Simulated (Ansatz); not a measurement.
# Rb on Fe(110): change of the work function, part 4 of 5

How does one ordered layer of Rb (longbridge site) change the work function of Fe(110), and what dipole does each adsorbate carry?

Ansatz 0.2.0; plane-wave DFT, PBE, Ansatz PAW.

So far, work function, upper face (eV): step 2 (the clean slab) 4.73; step 3 (adsorbate added) 1.90; step 5 (the slab at 0.25 ML, atoms frozen) 1.90; step 6 (the substrate of the 0.25 ML cell alone) 4.73; step 7 (the adsorbate layer of the 0.25 ML cell alone) 2.30.

## (9) Varying the input: basis.ecutrho_ratio = 12

This step: plane-wave DFT, PBE, Ansatz PAW (Ansatz 0.2.0).

System of this step: Rb/Fe(110). The cell holds 17 atoms: 16 Fe and 1 Rb. Cell: a = 4.971 Å, b = 4.971 Å, c = 27.408 Å, α = 90.0°, β = 90.0°, γ = 70.5°. Vacuum lies along c.

A run with a changed input: it repeats the earlier run at 0.25 ML with basis.ecutrho_ratio to 12; its output block differs too.

input.yaml reads:

```yaml
crystal:
  lattice:
    - [4.058792924, -2.87, 0.0]
    - [4.058792924, 2.87, 0.0]
    - [0.0, 0.0, 27.4081724393]
  atoms:
    - { symbol: Fe, position: [0.0, 0.0, 0.3283692125], spin: 2.66 }
    - { symbol: Fe, position: [0.25, 0.25, 0.4024126923], spin: 2.4 }
    - { symbol: Fe, position: [0.0, 0.0, 0.475596685], spin: 2.36 }
    - { symbol: Fe, position: [0.25, 0.25, 0.5473593819], spin: 2.61 }
    - { symbol: Fe, position: [0.0, 0.5, 0.3283692125], spin: 2.66 }
    - { symbol: Fe, position: [0.25, 0.75, 0.4024126923], spin: 2.4 }
    - { symbol: Fe, position: [0.0, 0.5, 0.475596685], spin: 2.36 }
    - { symbol: Fe, position: [0.25, 0.75, 0.5473593819], spin: 2.61 }
    - { symbol: Fe, position: [0.5, 0.0, 0.3283692125], spin: 2.66 }
    - { symbol: Fe, position: [0.75, 0.25, 0.4024126923], spin: 2.4 }
    - { symbol: Fe, position: [0.5, 0.0, 0.475596685], spin: 2.36 }
    - { symbol: Fe, position: [0.75, 0.25, 0.5473593819], spin: 2.61 }
    - { symbol: Fe, position: [0.5, 0.5, 0.3283692125], spin: 2.66 }
    - { symbol: Fe, position: [0.75, 0.75, 0.4024126923], spin: 2.4 }
    - { symbol: Fe, position: [0.5, 0.5, 0.475596685], spin: 2.36 }
    - { symbol: Fe, position: [0.75, 0.75, 0.5473593819], spin: 2.61 }
    - { symbol: Rb, position: [0.0, 0.0, 0.6716307875] }
magnetization:
  spin_polarized: true
kpoints:
  mp_grid: { grid: [7, 7, 1] }
hamiltonian:
  xc: pbe
scf:
  occupations: { method: fermi_dirac, width: 0.1 }
  convergence: { dr2_threshold: 1.0e-08 }
efield:
  axis: 3
  dipole_correction: true
  ramp_position: 0.97
  ramp_width: 0.06
relax:
  f_tol: 0.02
  max_steps: 60
  constraints: [{ sites: [0, 1, 4, 5, 8, 9, 12, 13] }]
output:
  bader: true
  dos: { projected: true, e_range: [-8, 4] }
  write_potential: true
  write_density: true
  volumetric_format: npy
basis:
  ecutrho_ratio: 12
```

On the command line:

```
ansatz run input.yaml --threads 4 --pin off --max-ram 12288MiB --backend cpu --events-out ev --progress --plain --runs-dir out
```

Numbers of over 12 decimals in the logs are rounded to 6 here.

The log of the run:

```text
[...]
Crystal: 17 atoms, lattice volume = 638.541 Å³
Basis set: ecut = 420 eV, 12539 PW (Γ), exchange–correlation on 120×120×640 points (8 copies of the dense FFT grid, shifted against one another)
Bands: 184, of which v1, the nominal top of the filled ones, is band 133 counted from 1 (132 counted from 0)
Symmetry: 4 space group operations
k-points: 16 of 49
[...]
Starting moments: Σ|m| = 40.12 μB on 16 of 17 sites
[...]
SCF iter   1: F=—  HF=-74947.937519 eV  |F-HF|=—  |Δ(HF+E_count)|=         —  Δρ=3.77e-2 (↑1.34e-2 ↓3.77e-2)  dr2=4.74e1  dr2_m=1.75e0  M=38.622 μB ∫|m|=39.029 μB  β_m=1.00  ethr=3.10e-3  p=0.000 e·Å  D=1.45e-8 V/Å  ΔV_dip=-0.00 eV  dr2_dipole=2.09e0  V_vac-E_F(+/−)=7.46/7.46 eV  ⟨swp⟩=9.8  Hψ=30234  notcnv=0  defer=323
[...]
SCF iter  21: F=-74949.031665 eV  HF=-74949.031665 eV  |F-HF|=5.95e-9  |Δ(HF+E_count)|=   1.08e-8  Δρ=5.24e-7 (↑5.24e-7 ↓3.90e-7)  dr2=6.48e-9  dr2_m=4.27e-10  M=39.973 μB ∫|m|=41.793 μB  ethr=3.77e-12  p=0.334 e·Å  D=9.46e-2 V/Å  ΔV_dip=-2.59 eV  dr2_dipole=3.76e-9  V_vac-E_F(+/−)=2.15/4.74 eV  ⟨swp⟩=16.9  Hψ=46181  notcnv=0
SCF 1 converged in 21 iterations: F = -74949.031665 eV  dr2 = 6.48e-9
[...]
relax step   1: F+E_penalty+E_count = -74949.03166541 eV  Δ(F+E_penalty+E_count) = +0.000e0 eV  max|allowed force component| = 3.850e-1 eV/Å  Δτ_max = 0.0000 Å  (21 SCF iters, accepted)
[...]
SCF iter  12: F=-74949.056967 eV  HF=-74949.056967 eV  |F-HF|=4.54e-9  |Δ(HF+E_count)|=   2.07e-9  Δρ=2.75e-7 (↑2.75e-7 ↓2.24e-7)  dr2=3.44e-9  dr2_m=8.55e-11  M=39.991 μB ∫|m|=41.820 μB  ethr=1.27e-12  p=0.338 e·Å  D=9.59e-2 V/Å  ΔV_dip=-2.63 eV  dr2_dipole=1.67e-9  V_vac-E_F(+/−)=2.11/4.74 eV  ⟨swp⟩=12.3  Hψ=39462  notcnv=0
SCF 2 converged in 12 iterations: F = -74949.056967 eV  dr2 = 3.44e-9
[...]
relax step   2: F+E_penalty+E_count = -74949.05696724 eV  Δ(F+E_penalty+E_count) = -2.530e-2 eV  max|allowed force component| = 3.401e-1 eV/Å  Δτ_max = 0.0577 Å  (12 SCF iters, accepted)
SCF iter   1: F=—  HF=-74949.112375 eV  |F-HF|=—  |Δ(HF+E_count)|=         —  Δρ=1.85e-3 (↑1.08e-3 ↓1.85e-3)  dr2=1.19e-1  dr2_m=8.83e-3  M=39.956 μB ∫|m|=41.824 μB  β_m=1.00  ethr=3.27e-4  p=0.338 e·Å  D=9.59e-2 V/Å  ΔV_dip=-2.63 eV  dr2_dipole=4.09e-3  V_vac-E_F(+/−)=2.12/4.75 eV  ⟨swp⟩=6.0  Hψ=15689  notcnv=0  defer=513
[...]
SCF iter  14: F=-74949.109198 eV  HF=-74949.109198 eV  |F-HF|=3.32e-9  |Δ(HF+E_count)|=  6.98e-10  Δρ=3.88e-7 (↑3.88e-7 ↓3.52e-7)  dr2=3.52e-9  dr2_m=6.73e-11  M=40.012 μB ∫|m|=41.875 μB  ethr=1.06e-12  p=0.358 e·Å  D=1.01e-1 V/Å  ΔV_dip=-2.78 eV  dr2_dipole=3.61e-10  V_vac-E_F(+/−)=1.96/4.74 eV  ⟨swp⟩=11.9  Hψ=40032  notcnv=0
SCF 3 converged in 14 iterations: F = -74949.109198 eV  dr2 = 3.52e-9
relax step   3: F+E_penalty+E_count = -74949.10919766 eV  Δ(F+E_penalty+E_count) = -5.223e-2 eV  max|allowed force component| = 1.069e-1 eV/Å  Δτ_max = 0.1964 Å  (14 SCF iters, accepted)
[...]
relax step   4: F+E_penalty+E_count = -74949.11304012 eV  Δ(F+E_penalty+E_count) = -3.842e-3 eV  max|allowed force component| = 4.857e-2 eV/Å  Δτ_max = 0.1080 Å  (15 SCF iters, accepted)
SCF iter   1: F=—  HF=-74949.113004 eV  |F-HF|=—  |Δ(HF+E_count)|=         —  Δρ=1.57e-4 (↑1.19e-4 ↓1.57e-4)  dr2=1.29e-3  dr2_m=5.97e-5  M=39.892 μB ∫|m|=41.756 μB  β_m=1.00  ethr=2.17e-6  p=0.368 e·Å  D=1.04e-1 V/Å  ΔV_dip=-2.86 eV  dr2_dipole=8.53e-5  V_vac-E_F(+/−)=1.88/4.74 eV  ⟨swp⟩=3.2  Hψ=11716  notcnv=0  defer=507
[...]
SCF iter  13: F=-74949.113725 eV  HF=-74949.113725 eV  |F-HF|=8.00e-9  |Δ(HF+E_count)|=  3.78e-10  Δρ=4.61e-7 (↑2.40e-7 ↓4.61e-7)  dr2=7.06e-9  dr2_m=1.45e-10  M=39.889 μB ∫|m|=41.753 μB  ethr=3.77e-12  p=0.365 e·Å  D=1.04e-1 V/Å  ΔV_dip=-2.84 eV  dr2_dipole=1.34e-9  V_vac-E_F(+/−)=1.90/4.74 eV  ⟨swp⟩=13.5  Hψ=33431  notcnv=0
SCF 5 converged in 13 iterations: F = -74949.113725 eV  dr2 = 7.06e-9
relax step   5: F+E_penalty+E_count = -74949.11372528 eV  Δ(F+E_penalty+E_count) = -6.852e-4 eV  max|allowed force component| = 4.204e-3 eV/Å  Δτ_max = 0.0234 Å  (13 SCF iters, accepted)
[...]
SCF converged after 13 iterations
Magnetization: 39.8892 μB (152.4446 up, 112.5554 down)
Absolute magnetization: 41.7536 μB (∫|ρ↑−ρ↓|, with the PAW one-centre terms)
[...]
Per-site moments (μB) at R_I (Å): [(2.655704, 1.025266), (2.410696, 1.020693), (2.351472, 1.004368), (2.610599, 1.013422), (2.657375, 1.025266), (2.399753, 1.016890), (2.393831, 1.013422), (2.559571, 1.002543), (2.657375, 1.025266), (2.399753, 1.016890), (2.393831, 1.013422), (2.559571, 1.002543), (2.656584, 1.025266), (2.410696, 1.020693), (2.353465, 1.002543), (2.610599, 1.013422), (-0.010559, 1.398818)]
Free energy (F): -74949.113725 eV
[...]
Internal energy: -74948.497151 eV  (E = F + TS)
E sigma→0 (E₀):  -74948.805438 eV
Entropy (-TS):   -0.616574 eV (-36.269 meV/atom)
Fermi energy:    3.655151 eV
Dipole field:    D = 0.103532 V/Å  (p = 0.365343 e·Å, saw-weighted, corrected)
Work function:   Φ+ = 1.9004 eV   Φ− = 4.7381 eV
[...]
--- Forces (eV/Å), atoms counted from 1 ---
  atom   1  Fe     0.00000000     0.00000000     0.27986515
  atom   2  Fe    -0.00080138     0.00000000    -0.26497552
  atom   3  Fe     0.00000000     0.00000000     0.00118923
  atom   4  Fe    -0.00014818     0.00000000     0.00117517
  atom   5  Fe     0.00000000     0.00000000     0.27656703
  atom   6  Fe     0.00000000     0.00368947    -0.29122424
  atom   7  Fe    -0.00000000     0.00000000    -0.00117179
  atom   8  Fe     0.00000000    -0.00167793    -0.00261909
  atom   9  Fe     0.00000000    -0.00000000     0.27656703
  atom  10  Fe     0.00000000    -0.00368947    -0.29122424
  atom  11  Fe     0.00000000     0.00000000    -0.00117179
  atom  12  Fe     0.00000000     0.00167793    -0.00261909
  atom  13  Fe     0.00000000     0.00000000     0.27805393
  atom  14  Fe     0.00080138     0.00000000    -0.26497552
  atom  15  Fe     0.00000000     0.00000000     0.00112016
  atom  16  Fe     0.00014818     0.00000000     0.00117517
  atom  17  Rb     0.00000000     0.00000000     0.00420408
  max |Σ_I F_I| component: 6.43e-5 eV/Å
--- Band table (eV; the first three rows and the last of 32) ---
  k-point 0 ↑: bands = [... 129 lower, 2.5682, 2.5745, 2.5748, 2.5779, 2.5979, 2.6507, 2.6823, 2.8800, ... 47 higher]
  k-point 1 ↑: bands = [... 129 lower, 2.5608, 2.5654, 2.5786, 2.5822, 2.5952, 2.6300, 2.6884, 2.7038, ... 47 higher]
  k-point 2 ↑: bands = [... 129 lower, 2.5117, 2.5336, 2.5406, 2.5529, 2.5999, 2.6153, 2.6251, 2.6453, ... 47 higher]
  k-point 15 ↓: bands = [... 129 lower, 4.7276, 4.7630, 4.8777, 4.8782, 4.9071, 4.9198, 5.0068, 5.0916, ... 47 higher]
--- Relaxed structure (5 steps of the walk, 5 accepted, 0 SCFs on fresh bases) ---
  F+E_penalty+E_count = -74949.11372528 eV   max|allowed force component| = 4.204e-3 eV/Å
  atoms:
    - { symbol: Fe, position: [0.0, 0.0, 0.328369] }
    - { symbol: Fe, position: [0.25, 0.25, 0.402413] }
    - { symbol: Fe, position: [0.0, 0.0, 0.475662] }
    - { symbol: Fe, position: [0.250025, 0.250025, 0.548717] }
    - { symbol: Fe, position: [0.0, 0.5, 0.328369] }
    - { symbol: Fe, position: [0.250000, 0.75, 0.402413] }
    - { symbol: Fe, position: [0.0, 0.5, 0.475960] }
    - { symbol: Fe, position: [0.251031, 0.748969, 0.547272] }
    - { symbol: Fe, position: [0.5, 0.0, 0.328369] }
    - { symbol: Fe, position: [0.75, 0.250000, 0.402413] }
    - { symbol: Fe, position: [0.5, 0.0, 0.475960] }
    - { symbol: Fe, position: [0.748969, 0.251031, 0.547272] }
    - { symbol: Fe, position: [0.5, 0.5, 0.328369] }
    - { symbol: Fe, position: [0.75, 0.75, 0.402413] }
    - { symbol: Fe, position: [0.5, 0.5, 0.475547] }
    - { symbol: Fe, position: [0.749975, 0.749975, 0.548717] }
    - { symbol: Rb, position: [0.0, 0.0, 0.659272] }
--- Bader charges: 17 sites ---
  site symbol  charge [e]  shift [e]    m [muB]
     0     Fe     -0.0179     0.0001     2.6963
     1     Fe      0.0186     0.0001     2.3604
     2     Fe      0.0097     0.0000     2.3067
     3     Fe     -0.1436     0.0001     2.6149
     4     Fe     -0.0175     0.0001     2.6986
     5     Fe      0.0165     0.0001     2.3503
     6     Fe      0.0195     0.0000     2.3477
     7     Fe     -0.1460     0.0000     2.5680
     8     Fe     -0.0175     0.0001     2.6986
     9     Fe      0.0165     0.0001     2.3503
    10     Fe      0.0195     0.0000     2.3477
    11     Fe     -0.1460     0.0000     2.5680
    12     Fe     -0.0179     0.0001     2.6976
    13     Fe      0.0186     0.0001     2.3604
    14     Fe      0.0082     0.0000     2.3092
    15     Fe     -0.1436     0.0001     2.6149
    16     Rb      0.5227     0.0000    -0.0006
  estimated error of the sums over rays = 3.9e-4 e
```

It took 21 min on 4 threads of Arm Neoverse V1, shared host; peak memory 5.5 GiB; 80 min of CPU time.

The steps of the relaxation:

```tsv
step	energy less that of the first step (eV)	largest force component (eV/Å)
1	0.0000	0.3850
2	-0.0253	0.3401
3	-0.0775	0.1069
4	-0.0814	0.0486
5	-0.0821	0.0042
```

Forces are held to the 4 operations that the run works with; a distortion that breaks them can't arise in this run.

The atoms that moved most (Å):

```tsv
atom	dx	dy	dz	length
Rb17	0.000	0.000	-0.339	0.339
Fe16	0.000	0.000	0.037	0.037
Fe4	0.000	0.000	0.037	0.037
Fe11	0.000	0.000	0.010	0.010
Fe7	0.000	0.000	0.010	0.010
Fe8	0.000	-0.006	-0.002	0.006
Fe12	0.000	0.006	-0.002	0.006
```

The relaxed structure:

```xyz
17
Lattice="4.0588 -2.8700 0.0000 4.0588 2.8700 0.0000 0.0000 0.0000 27.4082" Properties=species:S:1:pos:R:3
Fe    0.0000    0.0000    9.0000
Fe    2.0294    0.0000   11.0294
Fe    0.0000    0.0000   13.0370
Fe    2.0296    0.0000   15.0393
Fe    2.0294    1.4350    9.0000
Fe    4.0588    1.4350   11.0294
Fe    2.0294    1.4350   13.0452
Fe    4.0588    1.4291   14.9997
Fe    2.0294   -1.4350    9.0000
Fe    4.0588   -1.4350   11.0294
Fe    2.0294   -1.4350   13.0452
Fe    4.0588   -1.4291   14.9997
Fe    4.0588    0.0000    9.0000
Fe    6.0882    0.0000   11.0294
Fe    4.0588    0.0000   13.0339
Fe    6.0880    0.0000   15.0393
Rb    0.0000    0.0000   18.0694
```

This step gave:

- energy at zero smearing: -74948.8054 eV
- total moment: 39.89 μB
- work function, upper face: 1.900 eV
- dipole along the normal: 0.3653 e·Å
- step between the vacuum levels: -2.838 eV

The density of states has structure finer than the step of the table below, so its rows give means over 0.25 eV, whole bins alone (the curve runs from -8 to 1.98 eV). Peaks (eV: height): total -3.280: 41.9, -3.220: 39.6, -1.410: 60.6, -1.170: 73.4, -1.080: 67.8, 1.680: 39.1, 1.950: 41.0; up -3.280: 36.0, -3.220: 34.0, -1.410: 33.7, -1.170: 44.9, -1.080: 41.2, -0.990: 41.2, -0.930: 39.6; down -1.410: 26.9, -1.170: 28.6, -0.750: 26.8, 1.410: 27.9, 1.680: 35.2, 1.800: 30.8, 1.950: 38.1.

Table of density of states by energy, zero at the Fermi level; means over each step; values in states/eV a cell:

```tsv
energy (eV)	total	up	down
-7.75	0.629	0.456	0.173
-7.50	0.928	0.481	0.447
-7.25	0.948	0.472	0.475
-7.00	0.961	0.499	0.463
-6.75	1.18	0.688	0.487
-6.50	1.76	1.11	0.645
-6.25	2.04	0.998	1.04
-6.00	2.29	1.35	0.945
-5.75	2.59	1.50	1.09
-5.50	2.58	1.06	1.52
-5.25	2.74	1.81	0.926
-5.00	3.83	3.08	0.754
-4.75	5.69	4.13	1.56
-4.50	12.4	10.1	2.26
-4.25	11.6	9.68	1.88
-4.00	17.5	15.8	1.64
-3.75	15.8	11.9	3.88
-3.50	9.90	7.01	2.89
-3.25	27.3	22.5	4.78
-3.00	28.5	23.1	5.48
-2.75	23.5	17.9	5.61
-2.50	31.2	22.3	8.84
-2.25	24.9	15.9	8.94
-2.00	18.2	11.1	7.03
-1.75	21.3	15.2	6.08
-1.50	38.0	23.6	14.4
-1.25	54.0	34.2	19.9
-1.00	54.7	35.0	19.7
-0.75	36.7	16.4	20.3
-0.50	27.9	11.5	16.4
-0.25	30.0	15.2	14.7
0.00	17.2	7.08	10.1
0.25	11.0	3.38	7.64
0.50	12.6	3.30	9.27
0.75	14.8	3.25	11.6
1.00	17.2	3.41	13.8
1.25	22.0	3.87	18.1
1.50	28.4	3.32	25.1
1.75	30.3	4.02	26.3
```

Projected DOS per atom over height of the atomic layer and energy from the Fermi level. Layers: Fe4 Fe4 Fe4 Fe4 Rb from below.

Ten even steps from '_' (0.00 states/eV) to '@' (3.28 states/eV), each cell a mean:
```
++++++++__
==--====..
--::::--..
::....::..
--------..
++++++++__
%%@@@@@@..
########__
==::::==__
++====++__
++====++__
==++++==__
::::::::__
::----::__
..::::..__
__________
__________
__________
__________
__________
__________
__________
```
Columns: height of the atomic layer (Å) from 9 to 18.1 (not evenly spaced); rows upwards: energy from the Fermi level (eV) from -7.96 to 1.95.

Projected DOS per atom, spin up over height of the atomic layer and energy from the Fermi level. Layers: Fe4 Fe4 Fe4 Fe4 Rb from below.

Ten even steps from '0' (0.00 states/eV) to '9' (2.19 states/eV), each cell a mean:
```
00000
00001
00001
00001
13321
24420
79970
96680
52240
63360
64460
55650
32220
24430
12210
00000
00000
00000
00000
00000
00000
00000
```
Columns: height of the atomic layer (Å) from 9 to 18.1 (not evenly spaced); rows upwards: energy from the Fermi level (eV) from -7.96 to 1.95.

Projected DOS per atom, spin down over height of the atomic layer and energy from the Fermi level. Layers: Fe4 Fe4 Fe4 Fe4 Rb from below.

Ten even steps from '_' (0.00 states/eV) to '@' (1.73 states/eV), each cell a mean:
```
@@@@%%@@..
##****##..
++----++..
--....--..
++::::==__
##====**__
****++##::
--****==__
::::::::__
::----::__
..::::..__
....::..__
__......__
__________
__________
__________
__________
__________
__________
__________
__________
__________
```
Columns: height of the atomic layer (Å) from 9 to 18.1 (not evenly spaced); rows upwards: energy from the Fermi level (eV) from -7.96 to 1.95.

```tsv
quantity	this run	earlier run	difference
work function, upper face (eV)	1.900	1.900	2.8e-5
work function, lower face (eV)	4.738	4.738	1.6e-5
dipole along the normal (e·Å)	0.3653	0.3653	-1.1e-6
total moment (μB)	39.89	39.89	-3.5e-5
```

Nothing in the table moves by 0.01 in its unit (for the dipole 0.5 % and 5e-5 e·Å). The run took 75 SCF cycles against 74.

(Continued in part 5 of 5.)

[Logs are printed without paths, hosts, clocks, repeated set-up lines and the standing remarks that a program may print on its own settings, such as how far it seeks lower states.]

[Hosts, paths, dates, database ids (printed as entryN), source tags and the programs' standing remarks are cut or masked in the printed files.]

[Maps of the electrostatic potential energy from Ansatz leave out the sawtooth potential of an applied field or a dipole correction, so their vacuum need not be flat; planar profiles and work functions include it.]
